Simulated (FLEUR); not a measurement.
# E(M) of TiCo, part 2 of 2

Aim: the energy of TiCo as a function of its total spin moment.

FLEUR MaX-R8.1; PBE; all-electron FLAPW, Dirac cores, scalar-relativistic bands.

So far, magnetization (μB): step 2 (unconstrained state) 0.852.

## 4. Moment fixed at 0.907 μB

Two Fermi energies hold the total moment; the run starts from the free run's density.

inp.xml

```
<?xml version="1.0" encoding="UTF-8" standalone="no"?>
<fleurInput fleurInputVersion="0.39">
   <comment>
      TiCo
   </comment>
   <calculationSetup>
      <cutoffs Kmax="3.6" Gmax="10.8" GmaxXC="10.8" numbands="0"/>
      <scfLoop itmax="120" minDistance="0.00002" maxIterBroyd="15" imix="Anderson" alpha="0.05" precondParam="0.0" spinf="2.0" sdNocoIR="T"/>
      <coreElectrons ctail="T" frcor="F" kcrel="0" coretail_lmax="0"/>
      <xcFunctional name="pbe" relativisticCorrections="F"/>
      <magnetism jspins="2" fixed_moment="0.907"/>
      <soc l_soc="F" theta="0.0" phi="0.0" spav="F"/>
      <expertModes spex="0" secvar="F"/>
      <geometryOptimization l_f="F" forcealpha="1.0" forcemix="BFGS" epsdisp="0.00001" epsforce="0.00001"/>
      <ldaU l_linMix="F" mixParam="0.05" spinf="1.0"/>
   </calculationSetup>
   <cell>
      <bzIntegration valenceElectrons="29.0" mode="hist" fermiSmearingEnergy="0.00183747">
         <kPointListSelection listName="default-1"/>
         <xi:include xmlns:xi="http://www.w3.org/2001/XInclude" href="kpts.xml"> </xi:include>
      </bzIntegration>
      <xi:include xmlns:xi="http://www.w3.org/2001/XInclude" href="sym.xml"> </xi:include>
      <bulkLattice scale="1.0">
         <bravaisMatrix>
            <row-1>    5.6429319487581688     0.0000000000000000     0.0000000000000000</row-1>
            <row-2>    0.0000000000000000     5.6429319487581688     0.0000000000000000</row-2>
            <row-3>    0.0000000000000000     0.0000000000000000     5.6429319487581688</row-3>
         </bravaisMatrix>
      </bulkLattice>
   </cell>
   <atomSpecies>
      <species name="Titanium (Ti)" element="Ti" atomicNumber="22">
         <mtSphere radius="2.38" gridPoints="787" logIncrement="0.015"/>
         <atomicCutoffs lmax="8" lnonsphr="6"/>
         <electronConfig flipSpins="F">
            <coreConfig>(1s1/2) (2s1/2) (2p1/2) (2p3/2)</coreConfig>
            <valenceConfig>(3s1/2) (3p1/2) (3p3/2) (4s1/2) (3d3/2) (3d5/2)</valenceConfig>
            <stateOccupation state="(3d3/2)" spinUp="0.400000" spinDown="0.400000"/>
            <stateOccupation state="(3d5/2)" spinUp="0.600000" spinDown="0.600000"/>
         </electronConfig>
         <energyParameters s="4" p="4" d="3" f="4"/>
         <lo type="SCLO" l="0" n="3" eDeriv="0"/>
         <lo type="SCLO" l="1" n="3" eDeriv="0"/>
      </species>
      <species name="Cobalt (Co2.000" element="Co" atomicNumber="27">
         <mtSphere radius="2.38" gridPoints="787" logIncrement="0.016"/>
         <atomicCutoffs lmax="8" lnonsphr="6"/>
         <electronConfig flipSpins="F">
            <coreConfig>(1s1/2) (2s1/2) (2p1/2) (2p3/2)</coreConfig>
            <valenceConfig>(3s1/2) (3p1/2) (3p3/2) (4s1/2) (3d3/2) (3d5/2)</valenceConfig>
            <stateOccupation state="(3d3/2)" spinUp="1.5" spinDown="1.3"/>
            <stateOccupation state="(3d5/2)" spinUp="3.0" spinDown="1.2"/>
         </electronConfig>
         <energyParameters s="4" p="4" d="3" f="4"/>
         <lo type="SCLO" l="0" n="3" eDeriv="0"/>
         <lo type="SCLO" l="1" n="3" eDeriv="0"/>
      </species>
   </atomSpecies>
   <atomGroups>
      <atomGroup species="Titanium (Ti)">
         <relPos label="                   1">.0000000000 .0000000000 .0000000000</relPos>
         <force calculate="T" relaxXYZ="TTT"/>
      </atomGroup>
      <atomGroup species="Cobalt (Co2.000">
         <relPos label="                   2">1.000/2.000 1.000/2.000 1.000/2.000</relPos>
         <force calculate="T" relaxXYZ="TTT"/>
      </atomGroup>
   </atomGroups>
   <output dos="F" band="F" slice="F">
      <bandDOS minEnergy="-.5*Htr" maxEnergy="0.5*Htr" sigma="0.015" storeEVData="T"/>
      <plotting iplot="0" polar="F">
         <plot TwoD="T" vec1="  1.0  0.0  0.0" vec2="  0.0  1.0  0.0" vec3="  0.0  0.0  1.0" zero="  0.0  0.0  0.0" file="plot"/>
      </plotting>
      <moessbauerParams electricFieldGradient="F" isomerShift="F" coreHyperfine="F" valenceHyperfine="F"/>
   </output>
</fleurInput>
```

Command:

```
$ OMP_NUM_THREADS=1 mpirun -n 4 fleur_MPI > fleur.log
```

What it wrote:

```text
[banner, memory and clock lines left out]
Welcome to FLEUR        (www.flapw.de)
      MaX-Release 8.1          (www.max-centre.eu)

 ========== k-point set info ==========
 Selected k-point list: default-1
 k-point list type: mesh
 12 x 12 x 12
 Number of k points: 84

 [... set-up left out ...]
 Iteration:     1   Distance:       0.77223242 me/bohr^3
 Iteration:     2   Distance:       0.71470706 me/bohr^3
 Iteration:     3   Distance:       0.63199769 me/bohr^3
 Iteration:     4   Distance:       0.06551531 me/bohr^3
 Iteration:     5   Distance:       0.04776617 me/bohr^3
 Iteration:     6   Distance:       0.04238987 me/bohr^3
 Iteration:     7   Distance:       0.02334489 me/bohr^3
 Iteration:     8   Distance:       0.01120857 me/bohr^3
 Iteration:     9   Distance:       0.00579368 me/bohr^3
 Iteration:    10   Distance:       0.00149673 me/bohr^3
 Iteration:    11   Distance:       0.00344486 me/bohr^3
 Iteration:    12   Distance:       0.00282398 me/bohr^3
 Iteration:    13   Distance:       0.00014747 me/bohr^3
 Iteration:    14   Distance:       0.00021660 me/bohr^3
 Iteration:    15   Distance:       0.00002024 me/bohr^3
 Iteration:    16   Distance:       0.00000885 me/bohr^3

 ********************************************************************
 Run finished successfully
 Stop message:
   all done
 ********************************************************************

--- out.xml (last complete iteration) ---
<iteration numberForCurrentRun="   16" overallNumber="   49">
         [... left out ...]
         <bandgap value="0.0177443715" units="eV"/>
         <sumValenceSingleParticleEnergies value="-11.0322230485" units="Htr"/>
         <bandgap value="0.0074373206" units="eV"/>
         <sumValenceSingleParticleEnergies value="-22.1016217544" units="Htr"/>
         <FermiEnergy value="0.3625619682" units="Htr"/>
         <FixedTotalMoment fermiEnergyUp="0.3642651829" fermiEnergyDown="0.3625619682" units="Htr"/>
         [... left out ...]
         <magneticMomentsInMTSpheres units="muBohr">
            <globalMagMoment atomType="1" vec="0.00000   0.00000  -0.00914"/>
            <globalMagMoment atomType="2" vec="0.00000   0.00000   0.97110"/>
         </magneticMomentsInMTSpheres>
         [... left out ...]
         <totalEnergy value="    -2247.3228820918" units="Htr">
            <sumOfEigenvalues value="    -1299.1868954518">
               <coreElectrons value="-1277.0852736974"/>
               <valenceElectrons value="-22.1016217544"/>
            </sumOfEigenvalues>
         [... left out ...]
            <freeEnergy value="-2247.3234675892"/>
            <extrapolationTo0K value="-2247.3231748405"/>
         </totalEnergy>
         <densityConvergence units="me/bohr^3">
            <chargeDensity spin="1" distance="0.0000051587"/>
            <chargeDensity spin="2" distance="0.0000046200"/>
            <overallChargeDensity distance="0.0000041908"/>
            <spinDensity distance="0.0000088516"/>
         </densityConvergence>
      </iteration>
```

Elapsed: 17 s, on 4 MPI ranks of Intel Xeon Platinum 8259CL at 2.50GHz (Skylake/Cascade Lake), shared host; peak memory 0.23 GiB.

This step gave:

* magnetization: 0.907 μB

Its energy lies +0.4 meV a cell from the free run's.

## 5. Moment fixed at 0.726 μB

inp.xml, as its differences from that of step 4:

```diff
@@ -10,3 +10,3 @@
       <xcFunctional name="pbe" relativisticCorrections="F"/>
-      <magnetism jspins="2" fixed_moment="0.907"/>
+      <magnetism jspins="2" fixed_moment="0.726"/>
       <soc l_soc="F" theta="0.0" phi="0.0" spav="F"/>
```

What it wrote:

```text
[banner, memory and clock lines left out]
Welcome to FLEUR        (www.flapw.de)
      MaX-Release 8.1          (www.max-centre.eu)

 ========== k-point set info ==========
 Selected k-point list: default-1
 k-point list type: mesh
 12 x 12 x 12
 Number of k points: 84

 [... set-up left out ...]
 Iteration:     1   Distance:       1.83423099 me/bohr^3
 Iteration:     2   Distance:       1.67089977 me/bohr^3
 Iteration:     3   Distance:       1.50231683 me/bohr^3
 Iteration:     4   Distance:       0.18399661 me/bohr^3
 Iteration:     5   Distance:       0.12266287 me/bohr^3
[...]
<sumOfEigenvalues value="    -1299.1708282104">
               <coreElectrons value="-1277.0821726055"/>
               <valenceElectrons value="-22.0886556049"/>
            </sumOfEigenvalues>
         [... left out ...]
            <freeEnergy value="-2247.3233877887"/>
            <extrapolationTo0K value="-2247.3230593792"/>
         </totalEnergy>
         <densityConvergence units="me/bohr^3">
            <chargeDensity spin="1" distance="0.0000085382"/>
            <chargeDensity spin="2" distance="0.0000084754"/>
            <overallChargeDensity distance="0.0000074621"/>
            <spinDensity distance="0.0000152899"/>
         </densityConvergence>
      </iteration>
```

It took 19 s on 4 MPI ranks; peak memory 0.23 GiB.

Read from the output:

- magnetization: 0.726 μB

Its energy lies +2.6 meV a cell from the free run's.

## 6. Moment fixed at 1.089 μB

inp.xml, as its differences from that of step 5:

```diff
@@ -10,3 +10,3 @@
       <xcFunctional name="pbe" relativisticCorrections="F"/>
-      <magnetism jspins="2" fixed_moment="0.726"/>
+      <magnetism jspins="2" fixed_moment="1.089"/>
       <soc l_soc="F" theta="0.0" phi="0.0" spav="F"/>
```

What it wrote:

```text
[banner, memory and clock lines left out]
Welcome to FLEUR        (www.flapw.de)
      MaX-Release 8.1          (www.max-centre.eu)

 ========== k-point set info ==========
 Selected k-point list: default-1
 k-point list type: mesh
 12 x 12 x 12
 Number of k points: 84

 [... set-up left out ...]
 Iteration:     1   Distance:       2.83205223 me/bohr^3
 Iteration:     2   Distance:       2.66826224 me/bohr^3
 Iteration:     3   Distance:       2.04185635 me/bohr^3
 Iteration:     4   Distance:       0.26185931 me/bohr^3
 Iteration:     5   Distance:       0.15096979 me/bohr^3
[...]
<sumOfEigenvalues value="    -1299.1647880518">
               <coreElectrons value="-1277.0724748392"/>
               <valenceElectrons value="-22.0923132126"/>
            </sumOfEigenvalues>
         [... left out ...]
            <freeEnergy value="-2247.3226158509"/>
            <extrapolationTo0K value="-2247.3223231449"/>
         </totalEnergy>
         <densityConvergence units="me/bohr^3">
            <chargeDensity spin="1" distance="0.0000189778"/>
            <chargeDensity spin="2" distance="0.0000037951"/>
            <overallChargeDensity distance="0.0000187176"/>
            <spinDensity distance="0.0000199693"/>
         </densityConvergence>
      </iteration>
```

Elapsed: 22 s, on 4 MPI ranks; peak memory 0.21 GiB; 85 s of CPU time.

Read from the output:

* magnetization: 1.089 μB

Its energy lies +23.6 meV a cell from the free run's.

## 7. All moments

The other moments were run in the same way.

The energy over the lowest by total spin moment:

| total spin moment (μB a cell) | energy over the lowest (meV a cell) |
| --- | --- |
| 0.000 | 43.8 |
| 0.181 | 39.4 |
| 0.363 | 27.3 |
| 0.544 | 12.6 |
| 0.726 | 2.60 |
| 0.851 | 0 |
| 0.907 | 0.429 |
| 1.089 | 23.6 |
| 1.270 | 81.0 |
| 1.451 | 165 |

Table of moment, largest sphere moment by total spin moment:

| total spin moment (μB a cell) | moment, largest sphere moment (μB) |
| --- | --- |
| 0.000 | 0 |
| 0.181 | 0.289 |
| 0.363 | 0.552 |
| 0.544 | 0.737 |
| 0.726 | 0.867 |
| 0.851 | 0.942 |
| 0.907 | 0.971 |
| 1.089 | 1.02 |
| 1.270 | 1.09 |
| 1.451 | 1.17 |

## 8. Results

```yaml
moment_of_the_free_run: 0.851 μB a cell
moment_of_the_lowest_point: 0.851 μB a cell
energy_of_the_spinless_run: 43.8 meV a cell over the lowest
```

**Reading.** The lowest point lies 43.8 meV a cell under the spinless run, in free energy at a smearing of 0.05 eV. The point at zero is the spinless run. Opposed orders, which also have no total moment, were not run.

[Logs and program files are shortened in this print: banners, set-up blocks, solver, clock and traceback lines can be left out without a mark of their own.]

[Logs are printed without paths, hosts, clocks, repeated set-up lines and the standing remarks that a program may print on its own settings, such as how far it seeks lower states.]

[Hosts, paths, dates, database ids (printed as entryN), source tags and the programs' standing remarks are cut or masked in the printed files.]

[Where a cell is said to come from a database of computed structures, the database is the Materials Project.]
